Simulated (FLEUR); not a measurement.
**Anisotropy of free Co(0001) film, 6 layers with FLEUR**

One state of free Co(0001) film, 6 layers is converged without symmetry. Force theorems then give its anisotropy.

Program: FLEUR MaX-R8.1. Level of theory: PBE; all-electron FLAPW film, Dirac cores, scalar-relativistic bands. Results are calculated unless marked as measured.

## Step 1: Starting point

The cell holds 6 atoms: 6 Co. Its edges and angles: a = 2.507 Å, b = 2.507 Å, c = 24.175 Å, α = 90.0°, β = 90.0°, γ = 120.0°. Layers at typed spacings, unrelaxed. Vacuum lies along c.

Coordinates:

```cif
data_structure
_symmetry_space_group_name_H-M 'P 1'
_symmetry_Int_Tables_number 1
_cell_length_a 2.5070
_cell_length_b 2.5070
_cell_length_c 24.1750
_cell_angle_alpha 90.000
_cell_angle_beta 90.000
_cell_angle_gamma 120.000
_cell_volume 131.58
loop_
_atom_site_label
_atom_site_type_symbol
_atom_site_fract_x
_atom_site_fract_y
_atom_site_fract_z
_atom_site_occupancy
Co1 Co 0.66667 0.33333 0.28956 1
Co2 Co 0.33333 0.66667 0.37373 1
Co3 Co 0.66667 0.33333 0.45791 1
Co4 Co 0.33333 0.66667 0.54209 1
Co5 Co 0.66667 0.33333 0.62627 1
Co6 Co 0.33333 0.66667 0.71044 1
```

It is built of layers of Co (space group 194).

## Step 2: Reference state

The force theorems are single passes in this state's potential, so it has to be converged first.

No symmetry is used, so that later steps may turn the spins freely; k and −k are joined. FLEUR takes the sheet as a true film: the images along c are dropped, heights are typed in bohr, and the vacuum on both sides is semi-infinite. inpgen writes inp.xml from crystal.txt; cutoffs, mixing, functional, smearing and local orbitals are then set in the file. The k list scf (kpts.xml, not shown) is a Γ-centred 14×14×1 mesh; where the ranks do not divide the number of points, some are split in two of half the weight.

Input file inp.xml:

```
<?xml version="1.0" encoding="UTF-8" standalone="no"?>
<fleurInput fleurInputVersion="0.39">
   <comment>
      Co
   </comment>
   <calculationSetup>
      <cutoffs Kmax="3.66" Gmax="11.0" GmaxXC="11.0" numbands="0"/>
      <scfLoop itmax="150" minDistance="0.00002" maxIterBroyd="15" imix="Anderson" alpha="0.03" precondParam="0.0" spinf="2.0" sdNocoIR="T"/>
      <coreElectrons ctail="F" frcor="F" kcrel="0" coretail_lmax="0"/>
      <xcFunctional name="pbe" relativisticCorrections="F"/>
      <magnetism jspins="2" l_noco="F" l_ss="F">
         <qss>0.0 0.0 0.0</qss>
         <mtNocoParams l_mperp="F" l_mtNocoPot="F" l_relaxSQA="F" mag_mixing_scheme="0" mix_RelaxWeightOffD="1.0" l_constrained="F" mix_constr="1.0"/>
         <sourceFreeMag l_sourceFree="F" l_scaleMag="F" mag_scale="1.0"/>
      </magnetism>
      <soc l_soc="F" theta="0.0" phi="0.0" spav="F"/>
      <expertModes spex="0" secvar="F"/>
      <geometryOptimization l_f="F" forcealpha="1.0" forcemix="BFGS" epsdisp="0.00001" epsforce="0.00001"/>
      <ldaU l_linMix="F" mixParam="0.05" spinf="1.0"/>
   </calculationSetup>
   <cell>
      <bzIntegration valenceElectrons="102.0" mode="hist" fermiSmearingEnergy="0.00183747">
         <kPointListSelection listName="scf"/>
         <xi:include xmlns:xi="http://www.w3.org/2001/XInclude" href="kpts.xml"> </xi:include>
      </bzIntegration>
      <xi:include xmlns:xi="http://www.w3.org/2001/XInclude" href="sym.xml"> </xi:include>
      <filmLattice scale="1.0" dVac="24.51" dTilda="27.01">
         <bravaisMatrixFilm>
            <row-1>    4.7375437355433538    -0.0000000791795246</row-1>
            <row-2>   -2.3687717992124133     4.1028332661104852</row-2>
         </bravaisMatrixFilm>
         <vacuumEnergyParameters vacuum="1" spinUp="-.25" spinDown="-.25"/>
         <vacuumEnergyParameters vacuum="2" spinUp="-.25" spinDown="-.25"/>
      </filmLattice>
   </cell>
   <atomSpecies>
      <species name="Cobalt (Co2.000" element="Co" atomicNumber="27">
         <mtSphere radius="2.24" gridPoints="741" logIncrement="0.016"/>
         <atomicCutoffs lmax="8" lnonsphr="6"/>
         <electronConfig flipSpins="F">
            <coreConfig>(1s1/2) (2s1/2) (2p1/2) (2p3/2)</coreConfig>
            <valenceConfig>(3s1/2) (3p1/2) (3p3/2) (4s1/2) (3d3/2) (3d5/2)</valenceConfig>
            <stateOccupation state="(3d3/2)" spinUp="1.5" spinDown="1.3"/>
            <stateOccupation state="(3d5/2)" spinUp="3.0" spinDown="1.2"/>
         </electronConfig>
         <energyParameters s="4" p="4" d="3" f="4"/>
         <lo type="SCLO" l="0" n="3" eDeriv="0"/>
         <lo type="SCLO" l="1" n="3" eDeriv="0"/>
      </species>
   </atomSpecies>
   <atomGroups>
      <atomGroup species="Cobalt (Co2.000">
         <filmPos label="                   1">-1.000/3.000 1.000/3.000 -9.6139965406</filmPos>
         <force calculate="T" relaxXYZ="TTT"/>
         <nocoParams  alpha="0.0" beta="0.0"/>
      </atomGroup>
      <atomGroup species="Cobalt (Co2.000">
         <filmPos label="                   2">1.000/3.000 -1.000/3.000 -5.7683979244</filmPos>
         <force calculate="T" relaxXYZ="TTT"/>
         <nocoParams  alpha="0.0" beta="0.0"/>
      </atomGroup>
      <atomGroup species="Cobalt (Co2.000">
         <filmPos label="                   3">-1.000/3.000 1.000/3.000 -1.9227993081</filmPos>
         <force calculate="T" relaxXYZ="TTT"/>
         <nocoParams  alpha="0.0" beta="0.0"/>
      </atomGroup>
      <atomGroup species="Cobalt (Co2.000">
         <filmPos label="                   4">1.000/3.000 -1.000/3.000 1.9227993081</filmPos>
         <force calculate="T" relaxXYZ="TTT"/>
         <nocoParams  alpha="0.0" beta="0.0"/>
      </atomGroup>
      <atomGroup species="Cobalt (Co2.000">
         <filmPos label="                   5">-1.000/3.000 1.000/3.000 5.7683979244</filmPos>
         <force calculate="T" relaxXYZ="TTT"/>
         <nocoParams  alpha="0.0" beta="0.0"/>
      </atomGroup>
      <atomGroup species="Cobalt (Co2.000">
         <filmPos label="                   6">1.000/3.000 -1.000/3.000 9.6139965406</filmPos>
         <force calculate="T" relaxXYZ="TTT"/>
         <nocoParams  alpha="0.0" beta="0.0"/>
      </atomGroup>
   </atomGroups>
   <output dos="F" band="F" slice="F">
      <bandDOS minEnergy="-.5*Htr" maxEnergy="0.5*Htr" sigma="0.015" storeEVData="T"/>
      <plotting iplot="0" polar="F">
         <plot TwoD="T" vec1="  1.0  0.0  0.0" vec2="  0.0  1.0  0.0" vec3="  0.0  0.0  1.0" zero="  0.0  0.0 -0.5" file="plot"/>
      </plotting>
      <moessbauerParams electricFieldGradient="F" isomerShift="F" coreHyperfine="F" valenceHyperfine="F"/>
   </output>
</fleurInput>
```

Input file crystal.txt:

```
Co
&input film=T cartesian=F /
2.50700018054  -0.00000004190  0.00000000000
-1.25350005399  2.17112586459  0.00000000000
0.00000000000  0.00000000000  1.00000000000
1.8897261246
1.0 1.0 1.0

6
27 0.66666666667  0.33333333333  -9.61399654063 : 2.000
27 0.33333333333  0.66666666667  -5.76839792438 : 2.000
27 0.66666666667  0.33333333333  -1.92279930813 : 2.000
27 0.33333333333  0.66666666667  1.92279930813 : 2.000
27 0.66666666667  0.33333333333  5.76839792438 : 2.000
27 0.33333333333  0.66666666667  9.61399654063 : 2.000

&kpt div1=14 div2=14 div3=1 gamma=T /
```

Launch:

```console
OMP_NUM_THREADS=1 inpgen -f crystal.txt -nosym -noco > inpgen.log  # inp.xml is then edited as shown
OMP_NUM_THREADS=1 mpirun -n 4 fleur_MPI > fleur.log
```

What it wrote:

```text
Welcome to FLEUR        (www.flapw.de)
      MaX-Release 8.1          (www.max-centre.eu)

 ========== k-point set info ==========
 Selected k-point list: scf
 k-point list type: mesh
 0 x 0 x 0
 Number of k points: 100

 ------------Calculation Setup---------------------------
 Number of MPI-tasks      :            4
 Number of PE/node        :            4
 Number of OMP-threads    :            1
 k-points in parallel     :            4
 pe's per k-point         :            1
 No of k-point loops      :           25
 Eigenvalue solver        :       lapack
 Number of basis functions:          486
 Approximate size of matrices (H+S) per k-point:         0.007 GB
 --------------------------------------------------------
 Iteration:     1   Distance:      38.33138476 me/bohr^3
 Iteration:     2   Distance:      78.83738961 me/bohr^3
 Iteration:     3   Distance:      20.92403152 me/bohr^3
 Iteration:     4   Distance:      20.18596201 me/bohr^3
 Iteration:     5   Distance:      17.63614619 me/bohr^3
 Iteration:     6   Distance:       5.40987948 me/bohr^3
 Iteration:     7   Distance:       6.88860776 me/bohr^3
 Iteration:     8   Distance:       5.31775235 me/bohr^3
 Iteration:     9   Distance:       3.37888909 me/bohr^3
 Iteration:    10   Distance:       2.81446238 me/bohr^3
[... 35 iterations left out ...]
 Iteration:    46   Distance:       0.00019755 me/bohr^3
 Iteration:    47   Distance:       0.00023524 me/bohr^3
 Iteration:    48   Distance:       0.00020476 me/bohr^3
 Iteration:    49   Distance:       0.00010724 me/bohr^3
 Iteration:    50   Distance:       0.00008416 me/bohr^3
 Iteration:    51   Distance:       0.00007320 me/bohr^3
 Iteration:    52   Distance:       0.00005518 me/bohr^3
 Iteration:    53   Distance:       0.00003202 me/bohr^3
 Iteration:    54   Distance:       0.00002780 me/bohr^3
 Iteration:    55   Distance:       0.00000633 me/bohr^3

 ********************************************************************
 Run finished successfully
 Stop message:
   all done
 ********************************************************************

--- out.xml (last complete iteration) ---
<iteration numberForCurrentRun="   55" overallNumber="   55">
         [... left out ...]
         <bandgap value="-0.0000000002" units="eV"/>
         <sumValenceSingleParticleEnergies value="-142.2666889787" units="Htr"/>
         <FermiEnergy value="-0.1822981505" units="Htr"/>
         <valenceDensity>
            <mtCharges spin="1">
               <mtCharge atomType="1" total="8.7842958" s="1.1920054" p="3.1242965" d="4.4563568" f="0.0088388"/>
               <mtCharge atomType="2" total="8.8097574" s="1.1913747" p="3.1637104" d="4.4386647" f="0.0122369"/>
               <mtCharge atomType="3" total="8.7963029" s="1.1929300" p="3.1641305" d="4.4232828" f="0.0121992"/>
               <mtCharge atomType="4" total="8.7963029" s="1.1929300" p="3.1641305" d="4.4232828" f="0.0121992"/>
               <mtCharge atomType="5" total="8.8097574" s="1.1913747" p="3.1637104" d="4.4386648" f="0.0122369"/>
               <mtCharge atomType="6" total="8.7842958" s="1.1920054" p="3.1242965" d="4.4563568" f="0.0088388"/>
            </mtCharges>
            <mtCharges spin="2">
               <mtCharge atomType="1" total="6.9884968" s="1.1980123" p="3.1565413" d="2.6229373" f="0.0085380"/>
               <mtCharge atomType="2" total="7.0784404" s="1.2005903" p="3.2039298" d="2.6585657" f="0.0119857"/>
               <mtCharge atomType="3" total="7.0958309" s="1.2014393" p="3.2051303" d="2.6739600" f="0.0119791"/>
               <mtCharge atomType="4" total="7.0958309" s="1.2014393" p="3.2051303" d="2.6739601" f="0.0119791"/>
               <mtCharge atomType="5" total="7.0784404" s="1.2005903" p="3.2039298" d="2.6585658" f="0.0119857"/>
               <mtCharge atomType="6" total="6.9884969" s="1.1980123" p="3.1565413" d="2.6229374" f="0.0085380"/>
            </mtCharges>
            <spinDependentCharge spin="1" total="56.0147552" interstitial="3.1344370" mtSpheres="52.7807123" vacuum1="0.0498029" vacuum2="0.0498029"/>
            <spinDependentCharge spin="2" total="45.9852450" interstitial="3.5486318" mtSpheres="42.3255364" vacuum1="0.0555384" vacuum2="0.0555384"/>
            <totalCharge value="102.0000002332"/>
         </valenceDensity>
         [... left out ...]
         <allElectronCharges>
            <spinDependentCharge spin="1" total="86.0147552" interstitial="3.1344370" mtSpheres="82.7807123" vacuum1="0.0498029" vacuum2="0.0498029"/>
            <spinDependentCharge spin="2" total="75.9852450" interstitial="3.5486318" mtSpheres="72.3255364" vacuum1="0.0555384" vacuum2="0.0555384"/>
            <totalCharge value="162.0000002352"/>
         </allElectronCharges>
         <magneticMomentsInMTSpheres units="muBohr">
            <globalMagMoment atomType="1" vec="0.00000   0.00000   1.79580"/>
            <localMagMoment atomType="1" vec="0.00000   0.00000   1.79580"/>
            <globalMagMoment atomType="2" vec="0.00000   0.00000   1.73132"/>
            <localMagMoment atomType="2" vec="0.00000   0.00000   1.73132"/>
            <globalMagMoment atomType="3" vec="0.00000   0.00000   1.70047"/>
            <localMagMoment atomType="3" vec="0.00000   0.00000   1.70047"/>
            <globalMagMoment atomType="4" vec="0.00000   0.00000   1.70047"/>
            <localMagMoment atomType="4" vec="0.00000   0.00000   1.70047"/>
            <globalMagMoment atomType="5" vec="0.00000   0.00000   1.73132"/>
            <localMagMoment atomType="5" vec="0.00000   0.00000   1.73132"/>
            <globalMagMoment atomType="6" vec="0.00000   0.00000   1.79580"/>
            <localMagMoment atomType="6" vec="0.00000   0.00000   1.79580"/>
         </magneticMomentsInMTSpheres>
         <moessbauerParams unitsHFF="kG" unitsIS="e/bohr^3" unitsEFG="Htr/bohr^2">
         </moessbauerParams>
         <totalEnergy value="    -8360.7981904505" units="Htr">
            <sumOfEigenvalues value="    -4899.6394168189">
               <coreElectrons value="-4757.3727278402"/>
               <valenceElectrons value="-142.2666889787"/>
            </sumOfEigenvalues>
            <densityCoulombPotentialIntegral value="-12919.0022512316"/>
            <densityEffectivePotentialIntegral value="-13384.0100985144"/>
            <chargeDenXCDenIntegral value="-358.0987389048"/>
            <FockExchangeEnergyValence value="0.0000000000"/>
            <FockExchangeEnergyCore value="0.0000000000"/>
            <atomTypeDependentContributions atomType="1">
               <electronNucleiInteractionDifferentMTs value="1666.6418208775"/>
               <MadelungTerm value="-4.6348530139"/>
            </atomTypeDependentContributions>
            <atomTypeDependentContributions atomType="2">
               <electronNucleiInteractionDifferentMTs value="1667.4056094707"/>
               <MadelungTerm value="-3.8377677573"/>
            </atomTypeDependentContributions>
            <atomTypeDependentContributions atomType="3">
               <electronNucleiInteractionDifferentMTs value="1667.4275384362"/>
               <MadelungTerm value="-3.8369143331"/>
            </atomTypeDependentContributions>
            <atomTypeDependentContributions atomType="4">
               <electronNucleiInteractionDifferentMTs value="1667.4275384495"/>
               <MadelungTerm value="-3.8369143173"/>
            </atomTypeDependentContributions>
            <atomTypeDependentContributions atomType="5">
               <electronNucleiInteractionDifferentMTs value="1667.4056094470"/>
               <MadelungTerm value="-3.8377677205"/>
            </atomTypeDependentContributions>
            <atomTypeDependentContributions atomType="6">
               <electronNucleiInteractionDifferentMTs value="1666.6418208303"/>
               <MadelungTerm value="-4.6348529721"/>
            </atomTypeDependentContributions>
            <tkbTimesEntropy value="0.0017807074"/>
            <freeEnergy value="-8360.7999711579"/>
            <extrapolationTo0K value="-8360.7990808042"/>
         </totalEnergy>
         <densityConvergence units="me/bohr^3">
            <chargeDensity spin="1" distance="0.0000032200"/>
            <chargeDensity spin="2" distance="0.0000054430"/>
            <overallChargeDensity distance="0.0000063230"/>
            <spinDensity distance="0.0000063252"/>
         </densityConvergence>
      </iteration>
```

Run time: 15 min. Hardware: 4 MPI ranks of Arm Neoverse V1, shared host; peak memory 1.2 GiB; 58 min of CPU time.

Spin moment in the muffin-tin sphere by atom:

```csv
atom,spin moment in the muffin-tin sphere (μB)
Co1,1.80
Co2,1.73
Co3,1.70
Co4,1.70
Co5,1.73
Co6,1.80
```

Numbers from this step:

* free energy: -227508.9573 eV
* magnetization: 10.03 μB
* final state: ferromagnetic

After 55 cycles the largest moment stands at 1.80 μB.

## Step 3: Energy against the direction of the moments, rung 1

Anisotropy is a small difference, so it is taken from sums over occupied states at a frozen potential, where most errors cancel.

One pass with spin–orbit coupling for each direction, from the saved density. Inversion lets half of the mesh serve, which the program's warning doesn't know. The k list mae (kpts.xml, not shown) is a Γ-centred 23×23×1 mesh.

inp.xml: that of step 2 with these lines changed.

```diff
@@ -6,4 +6,4 @@
    <calculationSetup>
-      <cutoffs Kmax="3.66" Gmax="11.0" GmaxXC="11.0" numbands="0"/>
-      <scfLoop itmax="150" minDistance="0.00002" maxIterBroyd="15" imix="Anderson" alpha="0.03" precondParam="0.0" spinf="2.0" sdNocoIR="T"/>
+      <cutoffs Kmax="3.66" Gmax="11.0" GmaxXC="11.0" numbands="198"/>
+      <scfLoop itmax="1" minDistance="0.00002" maxIterBroyd="15" imix="Anderson" alpha="0.03" precondParam="0.0" spinf="2.0" sdNocoIR="T"/>
       <coreElectrons ctail="F" frcor="F" kcrel="0" coretail_lmax="0"/>
@@ -15,3 +15,3 @@
       </magnetism>
-      <soc l_soc="F" theta="0.0" phi="0.0" spav="F"/>
+      <soc l_soc="T" theta="0.0" phi="0.0" spav="F"/>
       <expertModes spex="0" secvar="F"/>
@@ -22,3 +22,3 @@
       <bzIntegration valenceElectrons="102.0" mode="hist" fermiSmearingEnergy="0.00183747">
-         <kPointListSelection listName="scf"/>
+         <kPointListSelection listName="mae"/>
          <xi:include xmlns:xi="http://www.w3.org/2001/XInclude" href="kpts.xml"> </xi:include>
@@ -89,2 +89,5 @@
    </output>
+   <forceTheorem>
+      <MAE theta="0.0 1.5707963 1.5707963" phi="0.0 0.0 1.5707963"/>
+   </forceTheorem>
 </fleurInput>
```

Launch:

```console
OMP_NUM_THREADS=1 mpirun -n 4 fleur_MPI -warn_only > fleur.log
```

What it wrote:

```text
[banner, memory and clock lines left out]
Welcome to FLEUR        (www.flapw.de)
      MaX-Release 8.1          (www.max-centre.eu)
************FLEUR-Warning*****************
Error message: k-point set is not compatible to missing time-reversal symmetry in calculation.
Error occurred in subroutine: gen_bz
Error from PE:0/4
Other PEs with error messages:
************FLEUR-Warning*****************
Error message: k-point set is not compatible to missing time-reversal symmetry in calculation.
Error occurred in subroutine: gen_bz
Error from PE:1/4
Other PEs with error messages:
     2-k-point set is not compatible to missing time-reversal symmetry in calculation.
     3-k-point set is not compatible to missing time-reversal symmetry in calculation.
*****************************************
     1-k-point set is not compatible to missing time-reversal symmetry in calculation.
     2-k-point set is not compatible to missing time-reversal symmetry in calculation.
     3-k-point set is not compatible to missing time-reversal symmetry in calculation.
*****************************************

 ========== k-point set info ==========
 Selected k-point list: mae
 k-point list type: mesh
 0 x 0 x 0
 Number of k points: 268

 [... set-up left out ...]
 ********************************************************************
 Run finished successfully
 Stop message:
   Forcetheorem MAE
 ********************************************************************

--- out.xml (force theorem) ---
<Forcetheorem_MAE Angles="3" units="Htr">
            <Angle theta="0.0000000" phi="0.0000000" ev-sum="-142.271241931"/>
            <Angle theta="1.5707963" phi="0.0000000" ev-sum="-142.271225195"/>
            <Angle theta="1.5707963" phi="1.5707963" ev-sum="-142.271225314"/>
         </Forcetheorem_MAE>
```

Elapsed: 4.5 min, on 4 MPI ranks; peak memory 2.1 GiB; 18 min of CPU time.

Anisotropy energies, by row:

```csv
axis,x,y,z,band energy less the first axis' (meV a cell)
z,0,0,1,0
x,1,0,0,0.4554
y,0,1,0,0.4522
```

Shape anisotropy is not in these numbers.

## Step 4: Energy against the direction of the moments, rung 2

A second rung shows how far the first can be trusted.

The k list mae (kpts.xml, not shown) is a Γ-centred 35×35×1 mesh.

inp.xml is that of step 3.

What it wrote:

```text
[banner, memory and clock lines left out]
Welcome to FLEUR        (www.flapw.de)
      MaX-Release 8.1          (www.max-centre.eu)
************FLEUR-Warning*****************
Error message: k-point set is not compatible to missing time-reversal symmetry in calculation.
Error occurred in subroutine: gen_bz
Error from PE:0/4
Other PEs with error messages:
     1-k-point set is not compatible to missing time-reversal symmetry in calculation.
     2-k-point set is not compatible to missing time-reversal symmetry in calculation.
[...]
3-k-point set is not compatible to missing time-reversal symmetry in calculation.
*****************************************
 [... set-up left out ...]
 ********************************************************************
 Run finished successfully
 Stop message:
   Forcetheorem MAE
 ********************************************************************

--- out.xml (force theorem) ---
<Forcetheorem_MAE Angles="3" units="Htr">
            <Angle theta="0.0000000" phi="0.0000000" ev-sum="-142.271377177"/>
            <Angle theta="1.5707963" phi="0.0000000" ev-sum="-142.271360632"/>
            <Angle theta="1.5707963" phi="1.5707963" ev-sum="-142.271360659"/>
         </Forcetheorem_MAE>
```

It took 10 min on 4 MPI ranks; peak memory 4.2 GiB.

Anisotropy energies, by row:

```csv
axis,x,y,z,band energy less the first axis' (meV a cell)
z,0,0,1,0
x,1,0,0,0.4502
y,0,1,0,0.4495
```

(Continued in part 2 of 2.)

[Logs and program files are shortened in this print: banners, set-up blocks, solver, clock and traceback lines can be left out without a mark of their own.]

[Logs are printed without paths, hosts, clocks, repeated set-up lines and the standing remarks that a program may print on its own settings, such as how far it seeks lower states.]

[Hosts, paths, dates, database ids (printed as entryN), source tags and the programs' standing remarks are cut or masked in the printed files.]

[Where a cell is said to come from a database of computed structures, the database is the Materials Project.]
